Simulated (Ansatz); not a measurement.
# A frame of glassy nearly rigid carbon from 5000 K (123 atoms) under strain: runs compared

How stiff is a frame of glassy nearly rigid carbon from 5000 K (123 atoms)?

Computed with Ansatz 0.2.0: Kohn-Sham DFT, RPBE, PAW (set soft_2), plane waves.

### Step 1. The cell as built

The cell holds 123 atoms: 123 C. Cell: a = 11.085 Å, b = 11.085 Å, c = 11.085 Å, α = 90.0°, β = 90.0°, γ = 90.0°. 123 atoms (123 C) placed at random at 1.8 g/cm³, melted at 6000 K for 10 ps at fixed volume with the LCBOP (Los and Fasolino, Phys. Rev. B 68, 024107 (2003)). Snapshot at the end of a hold of 5 ps at 5000 K and fixed volume.

Limits known from the start: The starting topology of bonds comes from the classical model, and needn't be the one that DFT or experiment would give. Only the Γ point is sampled.

### Step 2. The reference run

The reference is a single point at the end of the relaxation.

Every strained cell starts from the geometry of this run, and its atoms are relaxed with the cell held.

Its input, with most atom lines left out:

```yaml
crystal:
  lattice:
    - [10.58375, 0.26935, 0.04729]
    - [0.26935, 10.75807, 0.02936]
    - [0.04729, 0.02936, 10.92826]
  atoms:
    - { symbol: C, position: [0.55674, 0.05315, 0.23501] }
    - { symbol: C, position: [0.63292, 0.60889, 0.03332] }
    - { symbol: C, position: [0.29012, 0.35594, 0.38508] }
    - { symbol: C, position: [0.23119, 0.0662, 0.98469] }
    - { symbol: C, position: [0.69153, 0.57392, 0.34743] }
    - { symbol: C, position: [0.05873, 0.95763, 0.47412] }
    - { symbol: C, position: [0.73685, 0.28675, 0.39187] }
    [... atom lines 8 to 123 left out ...]
kpoints:
  mp_grid: { grid: [1, 1, 1] }
hamiltonian:
  xc: rpbe
scf:
  occupations: { method: gaussian, width: 0.05 }
output:
  forces: true
  stress: true
  populations: true
  dos:
    method: { smearing: { sigma: 0.15 } }
    de: 0.1
    projected: { site_lists: { C: [C] } }
  eigenvalues: true
  write_density: true
  write_potential: true
  volumetric_format: npy
  elf: true
```

```
free energy per atom   : -251.4877 eV/atom
r.m.s. force component : 0.00487 eV/Å
pressure               : 0.009517 GPa
```

Counting bands leaves a spacing of only 0.14 eV (at Γ alone), which the smearing bridges: 2 levels are partly filled by over 2 %, so a gap, if any, is small at this level.

### Step 3. The runs

Each row is one run, on 4 threads of Arm Neoverse V1, shared host. The free energy is the program's total, comparable only between runs with the same functional, potentials and atoms.

```tsv
run	atoms	outcome	ionic steps, all passes	free energy (eV)	time	host memory (GiB)
Single point at the start	123	converged	-	-30830.482	22 s	1.6
Cell and atoms relaxed	123	converged	35	-30932.989	9.1 min	1.6
Single point at the relaxed geometry	123	converged	-	-30932.989	35 s	1.5
Volume -3 %	123	converged	15	-30932.572	4.5 min	1.5
Volume +3 %	123	converged	9	-30932.478	2.6 min	1.6
Volume -6 %	123	converged	14	-30930.984	4.2 min	1.5
Volume +6 %	123	converged	9	-30930.982	2.8 min	1.6
Volume -10 %	123	converged	23	-30927.797	6.5 min	1.4
Stretched by 1 % along x	123	converged	9	-30932.872	2.6 min	1.5
Compressed by 1 % along x	123	converged	15	-30932.963	4.5 min	1.5
Sheared by 2 % in xy	123	converged	4	-30932.847	70 s	1.5
```

In some runs the program notes that the exchange-correlation potential is rough where the density is thin and the SCF threshold is loose for the stress.

### Step 4. Pressure against volume

Atoms are relaxed at each volume, in the scaled cell.

```tsv
volume change (%)	volume (Å³/atom)	energy change (meV/atom)	pressure (GPa)	largest move on relaxing (Å)	bonds
-10	9.099	42.22	14.30	0.57	188
-6	9.503	16.30	9.27	0.33	186
-3	9.806	3.39	4.32	0.28	186
+0	10.110	0.00	0.01	-	185
+3	10.413	4.16	-4.38	0.12	185
+6	10.716	16.32	-8.40	0.18	185
```

### Step 5. Uniaxial strain and shear

Stress (GPa, compression positive) less that of the relaxed cell, atoms relaxed:

```tsv
strain	xx	yy	zz	xy	energy change (meV/atom)
stretched by 1 % along x	-3.201	-0.964	-1.166	-0.167	0.95
compressed by 1 % along x	2.546	0.574	1.148	0.312	0.21
sheared by 2 % in xy	-0.446	-0.655	-0.296	-1.774	1.16
```

### Step 6. What came out

The bulk modulus, from the slope of pressure against ln V over the three points nearest the relaxed volume, is 145 GPa; between neighbouring points the slope runs 116, 157, 142, 149 and 140 GPa from the smallest volume up, without a steady fall, so no pressure derivative is given, and the cell yields more easily when compressed beyond -6 %. The count of bonds runs from 185 to 188 over the series, so at some points contacts cross the cutoffs. At -10 % some atom moved by over 0.5 Å on relaxing, so that point may sit in another local minimum. Stretch and compression disagree (xx stress changes of -3.20 and 2.55 GPa), so C11 is only a mean of unlike responses. In the Cartesian axes of the cell, finite differences give C11 = 287, C12 = 76.9, C13 = 116 and C66 = 88.7 GPa (the shear of 2 % is the engineering strain, εxy = 0.01).

**Limits.** Strains are finite and relaxations stop at the force tolerance of the input, which can leave moduli too stiff; they are those of a static cell at zero temperature. Volumes are changed with the cell's shape held, so in an anisotropic solid the modulus lies over the one under free hydrostatic load. The program notes that the SCF threshold of the relaxations is loose for the stress.

The DFT runs together took 39 min of wall time.

[Logs are printed without paths, hosts, clocks, repeated set-up lines and the standing remarks that a program may print on its own settings, such as how far it seeks lower states.]

[Hosts, paths, dates, database ids (printed as entryN), source tags and the programs' standing remarks are cut or masked in the printed files.]
